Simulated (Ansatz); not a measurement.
# Li3Sc2, from a guessed structure to a relaxed one

This structure for Li3Sc2 is made up. Its elements were placed in a known structure type with a cell scaled to their sizes. What cell does the guess relax to, and how far off was it?

Method: DFT, PBEsol, plane-wave PAW, files of the set soft_1, scalar-relativistic, no spin, cell and ions relaxed at zero pressure; PAW set soft_1, in the first sound run; inputs show where later runs differ, in Ansatz 0.2.0.

## (1) Set-up

The structure is trigonal, space group R-3m (No. 166). The conventional cell has a = 4.597 Å, b = 4.597 Å, c = 14.869 Å, α = 90.00°, β = 90.00°, γ = 120.00°. Nearest to Sc lie 5 Li at 2.82 to 3.01 Å and 3 Sc at 2.84 Å. Nearest to Li lie 6 Li at 2.85 Å and 2 Sc at 2.98 Å. Nearest to Li lie 4 Sc at 2.82 to 3.01 Å and 4 Li at 2.85 to 2.89 Å. Farther neighbours are not listed.

## (2) Relaxation of the guess

The guess takes its coordinates from another compound and its volume from a rule, so the cell and any free coordinates are relaxed together.

input.yaml

```yaml
crystal:
  lattice:
    - [2.2985, 1.327039594, 4.956333333]
    - [-2.2985, 1.327039594, 4.956333333]
    - [0.0, -2.654079187, 4.956333333]
  atoms:
    - { symbol: Sc, position: [0.79946666, 0.79946666, 0.79946666] }
    - { symbol: Sc, position: [0.20053334, 0.20053334, 0.20053334] }
    - { symbol: Li, position: [0.0, 0.0, 0.0] }
    - { symbol: Li, position: [0.402833327, 0.402833327, 0.402833327] }
    - { symbol: Li, position: [0.597166673, 0.597166673, 0.597166673] }
kpoints:
  mp_grid: { grid: [7, 7, 7] }
scf:
  occupations: { method: fermi_dirac, width: 0.05 }
hamiltonian:
  xc: pbesol
  pseudopotentials: { kind: paw, azcp: { folder: soft_1 }, xc_functional: pbe }
relax:
  f_tol: 0.015
  max_steps: 70
  cell: {}
output:
  forces: true
  stress: true
```

On the command line:

```bash
ansatz run input.yaml --threads 4 --pin off --max-ram 8192MiB --backend cpu --events-out ev --progress --plain --runs-dir out
```

Numbers of over 12 decimals in the logs are rounded to 6 here.

Log:

```text
Engine: ansatz 0.2.0, aarch64-unknown-linux-gnu
Pseudopotentials: kind: paw
Pseudopotential: Sc, paw, valence charge 11, recommended cutoff 420 eV (normal), soft_1/Sc.paw.azcp
Pseudopotential: Li, paw, valence charge 3, recommended cutoff 420 eV (normal), soft_1/Li.paw.azcp
Functional definition: PBEsol
  exchange = pbesol_x
  correlation = pbesol_c
Crystal: 5 atoms, lattice volume = 90.707 Å³
Basis set: ecut = 420 eV, 1787 PW (Γ), exchange–correlation on 80×80×80 points (8 copies of the dense FFT grid, shifted against one another)
Bands: 21, of which v1, the nominal top of the filled ones, is band 16 counted from 1 (15 counted from 0)
Symmetry: 12 space group operations
Space group: R-3m (ITA 166), of the structure as read, at distance tolerance 4.5e-5 Å
k-points: 44 of 343
Non-local potential: Sc, projectors of the file, l = 0: 3, l = 1: 2, l = 2: 3, l = 3: 1
Non-local potential: Li, projectors of the file, l = 0: 3, l = 1: 2, l = 2: 1
PAW form: soft (Blöchl's): semilocal exchange-correlation on the pseudo side does not see the compensation charge
PAW frozen core: Sc, regenerated for the run's functional, and the local potential with it (the file was generated under x = pbe(κ = 0.804, μ = 0.219515), c = pbe(β = 0.066725))
PAW one-centre angular grid: Sc, 590 points (default); XC on 64 Gauss nodes
PAW one-centre angular grid: Li, 110 points (default); XC on 64 Gauss nodes
Initial density: superposition of atomic densities (chi_scale 0.1, normalization cell, long waves kept (reshape's long-wave potential 0.00 eV rms))
Initial wavefunctions: pseudopotential atomic-orbital guess
Functional: x = pbesol(κ = 0.804, μ = 0.123457), c = pbesol(β = 0.046)
SCF iter   1: F=—  HF=-4830.611886 eV  |F-HF|=—  |Δ(HF+E_count)|=         —  Δρ=3.36e-2  dr2=2.13e0  ethr=3.10e-3  ⟨swp⟩=4.6  Hψ=3579  notcnv=0
preconditioner: auto → Kerker (q_TF=auto, 2.281 Å⁻¹)  [metal: Δε(μ)=0.049 eV  Ē_g=2.651 eV  σ=0.050 eV  W_gap=0.24  n_scr=14 (ndim 8)  ℏωp=11.7 eV  f_vac=0.000  D(μ)=3.41/eV (n_scr^D=22)]
SCF iter   2: F=—  HF=-4830.110035 eV  |F-HF|=—  |Δ(HF+E_count)|=   5.02e-1  Δρ=1.21e-2  dr2=2.61e-1  ethr=3.10e-3  ⟨swp⟩=2.5  Hψ=1831  notcnv=0
SCF iter   3: F=—  HF=-4830.056906 eV  |F-HF|=—  |Δ(HF+E_count)|=   5.31e-2  Δρ=5.53e-3  dr2=4.96e-2  ethr=8.40e-4  ⟨swp⟩=2.0  Hψ=1304  notcnv=0
SCF iter   4: F=—  HF=-4830.045995 eV  |F-HF|=—  |Δ(HF+E_count)|=   1.09e-2  Δρ=8.96e-4  dr2=1.48e-3  ethr=1.60e-4  ⟨swp⟩=2.0  Hψ=1364  notcnv=0
SCF iter   5: F=—  HF=-4830.045650 eV  |F-HF|=—  |Δ(HF+E_count)|=   3.46e-4  Δρ=2.24e-4  dr2=5.40e-5  ethr=4.77e-6  ⟨swp⟩=2.0  Hψ=1123  notcnv=0
SCF iter   6: F=—  HF=-4830.045646 eV  |F-HF|=—  |Δ(HF+E_count)|=   3.98e-6  Δρ=7.07e-5  dr2=8.40e-6  ethr=1.74e-7  ⟨swp⟩=3.0  Hψ=1510  notcnv=0
SCF iter   7: F=—  HF=-4830.045644 eV  |F-HF|=—  |Δ(HF+E_count)|=   1.40e-6  Δρ=1.98e-5  dr2=5.20e-7  ethr=2.71e-8  ⟨swp⟩=2.2  Hψ=1189  notcnv=0
SCF iter   8: F=-4830.045644 eV  HF=-4830.045644 eV  |F-HF|=7.50e-9  |Δ(HF+E_count)|=   1.12e-7  Δρ=3.34e-6  dr2=1.46e-8  ethr=3.23e-10  ⟨swp⟩=4.0  Hψ=2627  notcnv=0
SCF 1 converged in 8 iterations: F = -4830.045644 eV  dr2 = 1.46e-8
  greatest PAW one-centre occupation: 1.000 electrons in one spin orbital (limit 2), on the Li atom at site 4 (counted from 0), in its partial waves of l = 0
relax step   1: F+E_penalty+E_count = -4830.04564415 eV  Δ(F+E_penalty+E_count) = +0.000e0 eV  max|allowed force component| = 5.481e-1 eV/Å  Δτ_max = 0.0000 Å  P = +4.905 GPa  Ω = 90.707 Å³  (8 SCF iters, dr2 threshold 1.00e-7 eV, accepted)
Crystal: 5 atoms, lattice volume = 102.097 Å³
Basis set: ecut = 420 eV, 1955 PW (Γ), exchange–correlation on 80×80×80 points (8 copies of the dense FFT grid, shifted against one another)
Initial density: handed on by an earlier stage of this run
Initial wavefunctions: those handed on with the density
iter 1 solved again at ethr=7.37e-4 eV; its pass at ethr=3.10e-3 eV (dr2=2.29e-1 eV) is discarded
SCF iter   1: F=—  HF=-4830.330797 eV  |F-HF|=—  |Δ(HF+E_count)|=         —  Δρ=9.38e-3  dr2=2.29e-1  ethr=7.37e-4  ⟨swp⟩=1.0  Hψ=5547  notcnv=0
preconditioner: auto → Kerker (q_TF=auto, 2.237 Å⁻¹)  [metal: Δε(μ)=0.011 eV  Ē_g=2.178 eV  σ=0.050 eV  W_gap=0.06  n_scr=20 (ndim 8)  ℏωp=11.0 eV  f_vac=0.000  D(μ)=6.06/eV (n_scr^D=64)]
SCF iter   2: F=—  HF=-4830.303346 eV  |F-HF|=—  |Δ(HF+E_count)|=   2.75e-2  Δρ=5.05e-3  dr2=6.91e-2  ethr=7.37e-4  ⟨swp⟩=2.0  Hψ=1059  notcnv=0
SCF iter   3: F=—  HF=-4830.291962 eV  |F-HF|=—  |Δ(HF+E_count)|=   1.14e-2  Δρ=8.87e-4  dr2=1.43e-3  ethr=2.23e-4  ⟨swp⟩=2.0  Hψ=1307  notcnv=0
SCF iter   4: F=—  HF=-4830.291744 eV  |F-HF|=—  |Δ(HF+E_count)|=   2.18e-4  Δρ=2.31e-4  dr2=8.86e-5  ethr=4.60e-6  ⟨swp⟩=2.0  Hψ=1077  notcnv=0
SCF iter   5: F=—  HF=-4830.291726 eV  |F-HF|=—  |Δ(HF+E_count)|=   1.82e-5  Δρ=4.75e-5  dr2=3.61e-6  ethr=2.86e-7  ⟨swp⟩=2.2  Hψ=1153  notcnv=0
SCF iter   6: F=-4830.291726 eV  HF=-4830.291726 eV  |F-HF|=4.02e-8  |Δ(HF+E_count)|=   4.83e-7  Δρ=1.38e-5  dr2=1.75e-7  ethr=1.61e-9  ⟨swp⟩=4.1  Hψ=3065  notcnv=0
SCF 2 converged in 6 iterations: F = -4830.291726 eV  dr2 = 1.75e-7
relax step   2: F+E_penalty+E_count = -4830.29172563 eV  Δ(F+E_penalty+E_count) = -2.461e-1 eV  max|allowed force component| = 3.141e-1 eV/Å  Δτ_max = 0.1532 Å  P = +0.215 GPa  Ω = 102.097 Å³  energy of the carried Pulay correction = -1.743e-4 eV  (6 SCF iters, dr2 threshold 5.00e-7 eV, accepted)
Crystal: 5 atoms, lattice volume = 103.433 Å³
Basis set: ecut = 420 eV, 1997 PW (Γ), exchange–correlation on 80×80×80 points (8 copies of the dense FFT grid, shifted against one another)
iter 1 solved again at ethr=4.97e-4 eV; its pass at ethr=3.10e-3 eV (dr2=1.54e-1 eV) is discarded
SCF iter   1: F=—  HF=-4830.381053 eV  |F-HF|=—  |Δ(HF+E_count)|=         —  Δρ=5.73e-3  dr2=1.52e-1  ethr=4.97e-4  ⟨swp⟩=1.0  Hψ=5566  notcnv=0
preconditioner: auto → Kerker (q_TF=auto, 2.232 Å⁻¹)  [metal: Δε(μ)=0.003 eV  Ē_g=2.142 eV  σ=0.050 eV  W_gap=0.01  n_scr=14 (ndim 8)  ℏωp=11.0 eV  f_vac=0.000  D(μ)=6.77/eV (n_scr^D=70)]
SCF iter   2: F=—  HF=-4830.359439 eV  |F-HF|=—  |Δ(HF+E_count)|=   2.16e-2  Δρ=3.25e-3  dr2=5.16e-2  ethr=4.91e-4  ⟨swp⟩=1.0  Hψ=924  notcnv=0
SCF iter   3: F=—  HF=-4830.347387 eV  |F-HF|=—  |Δ(HF+E_count)|=   1.21e-2  Δρ=5.05e-4  dr2=8.60e-4  ethr=1.66e-4  ⟨swp⟩=2.1  Hψ=1387  notcnv=0
SCF iter   4: F=—  HF=-4830.347123 eV  |F-HF|=—  |Δ(HF+E_count)|=   2.64e-4  Δρ=1.63e-4  dr2=6.84e-5  ethr=2.77e-6  ⟨swp⟩=2.0  Hψ=1113  notcnv=0
SCF iter   5: F=—  HF=-4830.347104 eV  |F-HF|=—  |Δ(HF+E_count)|=   1.95e-5  Δρ=4.61e-5  dr2=3.46e-6  ethr=2.21e-7  ⟨swp⟩=2.0  Hψ=1124  notcnv=0
SCF iter   6: F=-4830.347103 eV  HF=-4830.347103 eV  |F-HF|=6.95e-8  |Δ(HF+E_count)|=   8.10e-7  Δρ=1.39e-5  dr2=2.57e-7  ethr=1.61e-9  ⟨swp⟩=4.4  Hψ=2846  notcnv=0
SCF 3 converged in 6 iterations: F = -4830.347103 eV  dr2 = 2.57e-7
relax step   3: F+E_penalty+E_count = -4830.34710285 eV  Δ(F+E_penalty+E_count) = -5.538e-2 eV  max|allowed force component| = 1.862e-2 eV/Å  Δτ_max = 0.1497 Å  P = -0.028 GPa  Ω = 103.433 Å³  energy of the carried Pulay correction = -1.934e-4 eV  (6 SCF iters, dr2 threshold 5.00e-7 eV, accepted)
Crystal: 5 atoms, lattice volume = 103.358 Å³
iter 1 solved again at ethr=1.51e-6 eV; its pass at ethr=3.10e-3 eV (dr2=4.67e-4 eV) is discarded
SCF iter   1: F=—  HF=-4830.347670 eV  |F-HF|=—  |Δ(HF+E_count)|=         —  Δρ=3.47e-4  dr2=4.04e-4  ethr=1.51e-6  ⟨swp⟩=3.0  Hψ=5209  notcnv=0
preconditioner: auto → Kerker (q_TF=auto, 2.232 Å⁻¹)  [metal: Δε(μ)=0.005 eV  Ē_g=2.145 eV  σ=0.050 eV  W_gap=0.02  n_scr=14 (ndim 8)  ℏωp=11.0 eV  f_vac=0.000  D(μ)=6.63/eV (n_scr^D=64)]
SCF iter   2: F=—  HF=-4830.347616 eV  |F-HF|=—  |Δ(HF+E_count)|=   5.44e-5  Δρ=1.93e-4  dr2=1.29e-4  ethr=1.30e-6  ⟨swp⟩=1.0  Hψ=924  notcnv=0
SCF iter   3: F=—  HF=-4830.347588 eV  |F-HF|=—  |Δ(HF+E_count)|=   2.80e-5  Δρ=3.69e-5  dr2=3.61e-6  ethr=4.16e-7  ⟨swp⟩=2.0  Hψ=1051  notcnv=0
SCF iter   4: F=—  HF=-4830.347585 eV  |F-HF|=—  |Δ(HF+E_count)|=   2.81e-6  Δρ=1.16e-5  dr2=2.25e-7  ethr=1.17e-8  ⟨swp⟩=2.0  Hψ=1057  notcnv=0
iter 5 did not close the SCF: its close was put off for the readings that it lacked (scf_convergence_deferred on its scf_iter line)
SCF iter   5: F=-4830.347585 eV  HF=-4830.347585 eV  |F-HF|=8.46e-9  |Δ(HF+E_count)|=   3.49e-8  Δρ=3.43e-6  dr2=1.58e-8  ethr=7.26e-10  ⟨swp⟩=2.2  Hψ=1283  notcnv=0
SCF iter   6: F=-4830.347585 eV  HF=-4830.347585 eV  |F-HF|=7.00e-11  |Δ(HF+E_count)|=   3.83e-9  Δρ=7.33e-7  dr2=5.56e-10  ethr=5.09e-11  ⟨swp⟩=1.9  Hψ=2761  notcnv=0
SCF 4 converged in 6 iterations: F = -4830.347585 eV  dr2 = 5.56e-10
relax step   4: F+E_penalty+E_count = -4830.34758516 eV  Δ(F+E_penalty+E_count) = -4.823e-4 eV  max|allowed force component| = 1.003e-2 eV/Å  Δτ_max = 0.0056 Å  P = +0.016 GPa  Ω = 103.358 Å³  energy of the carried Pulay correction = -1.923e-4 eV  (6 SCF iters, dr2 threshold 1.14e-7 eV, accepted)
Crystal: 5 atoms, lattice volume = 103.381 Å³
iter 1 solved again at ethr=1.44e-7 eV; its pass at ethr=3.10e-3 eV (dr2=4.46e-5 eV) is discarded
SCF iter   1: F=—  HF=-4830.347716 eV  |F-HF|=—  |Δ(HF+E_count)|=         —  Δρ=1.76e-4  dr2=4.88e-5  ethr=1.44e-7  ⟨swp⟩=2.0  Hψ=5141  notcnv=0
preconditioner: auto → Kerker (q_TF=auto, 2.232 Å⁻¹)  [metal: Δε(μ)=0.006 eV  Ē_g=2.143 eV  σ=0.050 eV  W_gap=0.03  n_scr=14 (ndim 8)  ℏωp=11.0 eV  f_vac=0.000  D(μ)=6.60/eV (n_scr^D=64)]
SCF iter   2: F=—  HF=-4830.347711 eV  |F-HF|=—  |Δ(HF+E_count)|=   5.29e-6  Δρ=1.00e-4  dr2=1.84e-5  ethr=1.44e-7  ⟨swp⟩=1.0  Hψ=926  notcnv=0
SCF iter   3: F=—  HF=-4830.347706 eV  |F-HF|=—  |Δ(HF+E_count)|=   5.34e-6  Δρ=1.70e-5  dr2=6.35e-7  ethr=5.92e-8  ⟨swp⟩=2.0  Hψ=1110  notcnv=0
SCF iter   4: F=—  HF=-4830.347706 eV  |F-HF|=—  |Δ(HF+E_count)|=   2.30e-7  Δρ=5.99e-6  dr2=5.87e-8  ethr=2.05e-9  ⟨swp⟩=2.0  Hψ=1112  notcnv=0
iter 5 did not close the SCF: its close was put off for the readings that it lacked (scf_convergence_deferred on its scf_iter line)
SCF iter   5: F=-4830.347706 eV  HF=-4830.347706 eV  |F-HF|=1.68e-9  |Δ(HF+E_count)|=   1.26e-8  Δρ=1.28e-6  dr2=3.54e-9  ethr=1.89e-10  ⟨swp⟩=2.0  Hψ=1124  notcnv=0
SCF iter   6: F=-4830.347706 eV  HF=-4830.347706 eV  |F-HF|=8.46e-11  |Δ(HF+E_count)|=  8.00e-10  Δρ=3.84e-7  dr2=2.10e-10  ethr=1.14e-11  ⟨swp⟩=2.5  Hψ=2921  notcnv=0
SCF 5 converged in 6 iterations: F = -4830.347706 eV  dr2 = 2.10e-10
relax step   5: F+E_penalty+E_count = -4830.34770561 eV  Δ(F+E_penalty+E_count) = -1.204e-4 eV  max|allowed force component| = 2.242e-3 eV/Å  Δτ_max = 0.0041 Å  P = +0.016 GPa  Ω = 103.381 Å³  energy of the carried Pulay correction = -1.927e-4 eV  (6 SCF iters, dr2 threshold 7.83e-9 eV, accepted)
Initial wavefunctions: pseudopotential atomic-orbital guess (no wavefunctions were taken with the density)
iter 1 solved again at ethr=1.85e-8 eV; its pass at ethr=3.10e-3 eV (dr2=5.72e-6 eV) is discarded
SCF iter   1: F=—  HF=-4830.348070 eV  |F-HF|=—  |Δ(HF+E_count)|=         —  Δρ=2.81e-4  dr2=1.99e-6  ethr=1.85e-8  ⟨swp⟩=3.0  Hψ=5823  notcnv=0
SCF iter   2: F=—  HF=-4830.347979 eV  |F-HF|=—  |Δ(HF+E_count)|=   9.16e-5  Δρ=1.42e-4  dr2=4.79e-7  ethr=6.43e-9  ⟨swp⟩=2.1  Hψ=1167  notcnv=0
SCF iter   3: F=—  HF=-4830.347949 eV  |F-HF|=—  |Δ(HF+E_count)|=   3.04e-5  Δρ=4.47e-6  dr2=1.08e-8  ethr=1.55e-9  ⟨swp⟩=2.0  Hψ=1531  notcnv=0
SCF iter   4: F=—  HF=-4830.347949 eV  |F-HF|=—  |Δ(HF+E_count)|=   2.26e-8  Δρ=4.99e-7  dr2=6.70e-10  ethr=3.48e-11  ⟨swp⟩=2.0  Hψ=1092  notcnv=0
iter 5 did not close the SCF: its close was put off for the readings that it lacked (scf_convergence_deferred on its scf_iter line)
SCF iter   5: F=-4830.347949 eV  HF=-4830.347949 eV  |F-HF|=2.18e-11  |Δ(HF+E_count)|=  1.84e-10  Δρ=1.50e-7  dr2=4.81e-11  ethr=2.16e-12  ⟨swp⟩=2.0  Hψ=1093  notcnv=0
SCF iter   6: F=-4830.347949 eV  HF=-4830.347949 eV  |F-HF|=3.64e-12  |Δ(HF+E_count)|=  1.00e-11  Δρ=4.22e-8  dr2=3.33e-12  ethr=1.00e-12  ⟨swp⟩=2.4  Hψ=2741  notcnv=0
SCF 6 converged in 6 iterations: F = -4830.347949 eV  dr2 = 3.33e-12
relax step   6: F+E_penalty+E_count = -4830.34794852 eV  Δ(F+E_penalty+E_count) = -2.429e-4 eV  max|allowed force component| = 2.219e-3 eV/Å  Δτ_max = 0.0000 Å  P = +0.020 GPa  Ω = 103.381 Å³  stress off target by 2.70e-2 GPa  SCF on the basis re-selected at this cell (its energy is not comparable with the rows above)  (6 SCF iters)
basis re-selected at this cell: Δ(F+E_penalty+E_count) = -2.429e-4 eV, ΔP = +0.004 GPa vs the last step (what re-selecting the basis moved, of the pressure what is left beyond the Pulay correction that the steps carried, after the strain that the cell walked since its last selection, with what the two solves' SCF thresholds leave and, on support functions, any second-order correction that the steps lacked; it is no m [...]
SCF converged after 6 iterations
Free energy (F): -4830.347949 eV
Harris-Foulkes:  -4830.347949 eV  (|F-HF|=3.64e-12)
Internal energy: -4830.294028 eV  (E = F + TS)
E sigma→0 (E₀):  -4830.320988 eV
Entropy (-TS):   -0.053920 eV (-10.784 meV/atom)
Fermi energy:    4.919331 eV
--- Per-component energies (eV) ---
  E_band       = -668.431395
  E_kinetic    = 458.941989
  E_local      = -2450.831898  (includes V_loc(G=0)·N_el)
  E_nonlocal   = 231.910466
  E_hartree    = 863.145518
  E_xc         = -192.414720
  E_vxc        = -238.918093  (∫ρ·V_xc dr)
  E_paw        = -2002.785175  (= ΣΔE_a)
  E_vpaw       = -395.825770  (= ΣTr[D̂ρ^β])
  E_aug_tail   = 0.000848  (compensation charges beyond the density's cutoff)
  E_ewald      = -1738.519106
  E_core_change = 0.258050  (= ΣΔE_core)
  E_smearing   = -0.053920  (= −TS)
  E_closure    = 0.000000  (closes the sum)
  Σ components = -4830.347949   (vs F -4830.347949, Δ=0.00e0)
--- Forces (eV/Å), atoms counted from 1 ---
  atom   1  Sc     0.00000000    -0.00000000    -0.00031556
  atom   2  Sc     0.00000000     0.00000000     0.00031556
  atom   3  Li    -0.00000000     0.00000000    -0.00000000
  atom   4  Li    -0.00000000    -0.00000000    -0.00221864
  atom   5  Li     0.00000000     0.00000000     0.00221864
  max |Σ_I F_I| component: 4.63e-18 eV/Å
--- Stress (GPa, compression-positive) ---
        0.026978      -0.000000      -0.000000
       -0.000000       0.026978      -0.000000
       -0.000000      -0.000000       0.007520
  P = ⅓ Tr σ = 0.0205 GPa (0.205 kbar)
--- Relaxed structure (5 steps of the walk, 5 accepted, 1 SCFs on fresh bases) ---
  F+E_penalty+E_count = -4830.34794852 eV   max|allowed force component| = 2.219e-3 eV/Å   (the final SCF, on the basis selected at the relaxed cell)
  cell:  # Å, volume = 103.3815 Å³
    - [2.449425, 1.414176, 4.974207]
    - [-2.449425, 1.414176, 4.974207]
    - [0, -2.828353, 4.974207]
  atoms:
    - { symbol: Sc, position: [0.788251, 0.788251, 0.788251] }
    - { symbol: Sc, position: [0.211749, 0.211749, 0.211749] }
    - { symbol: Li, position: [6.183357604698219e-19, 6.183357604698218e-19, 6.183357606452792e-19] }
    - { symbol: Li, position: [0.411136, 0.411136, 0.411136] }
    - { symbol: Li, position: [0.588864, 0.588864, 0.588864] }
```

Wall time 6.5 s (4 threads of Arm Neoverse V2, shared host); peak memory 0.46 GiB; 24 s of CPU time.

Step by step:

```csv
step,energy less that of the first step (eV),largest force component (eV/Å),pressure (GPa),volume (Å³)
1,0.0000,0.5481,4.90,90.71
2,-0.2461,0.3141,0.21,102.10
3,-0.3015,0.0186,-0.03,103.43
4,-0.3019,0.0100,0.02,103.36
5,-0.3021,0.0022,0.02,103.38
6*,-0.3023,0.0022,0.02,103.38
```

Relaxation steps marked * repeat the geometry before them on a plane-wave basis chosen anew for their cell, so energy and pressure can jump there.

The run keeps the 12 symmetry operations that it works with, so distortions that break them were not tested.

```csv
"conventional cell, symmetrised",before,after,change
a (Å),4.597,4.899,+6.6 %
b (Å),4.597,4.899,+6.6 %
c (Å),14.869,14.923,+0.4 %
volume (Å³/atom),18.14,20.68,+14.0 %
```

The atoms that moved most (Å, as changes of fractional coordinates times the final cell):

```csv
atom,dx,dy,dz,length
Sc1,0.000,0.000,-0.167,0.167
Sc2,0.000,0.000,0.167,0.167
Li5,0.000,0.000,-0.124,0.124
Li4,0.000,0.000,0.124,0.124
```

Numbers from this step:

```yaml
free_energy: -4830.3479 eV
energy_at_zero_smearing: -4830.3210 eV
smearing_term_ts: 0.05392 eV
fermi_energy: 4.919 eV
electrons: 31
symmetry_operations: 12
pressure: 0.02049 GPa
```

Shortest distances by pair of elements, guess and relaxed (not always the same contact):

```csv
pair,guess (Å),relaxed (Å)
Li–Li,2.848,2.652
Li–Sc,2.816,2.903
Sc–Sc,2.839,3.132
```

The relaxation ends with a largest force component of 0.0022 eV/Å and a pressure of 0.02 GPa.

(Part 1 of 2 ends here.)

[Logs are printed without paths, hosts, clocks, repeated set-up lines and the standing remarks that a program may print on its own settings, such as how far it seeks lower states.]

[Hosts, paths, dates, database ids (printed as entryN), source tags and the programs' standing remarks are cut or masked in the printed files.]
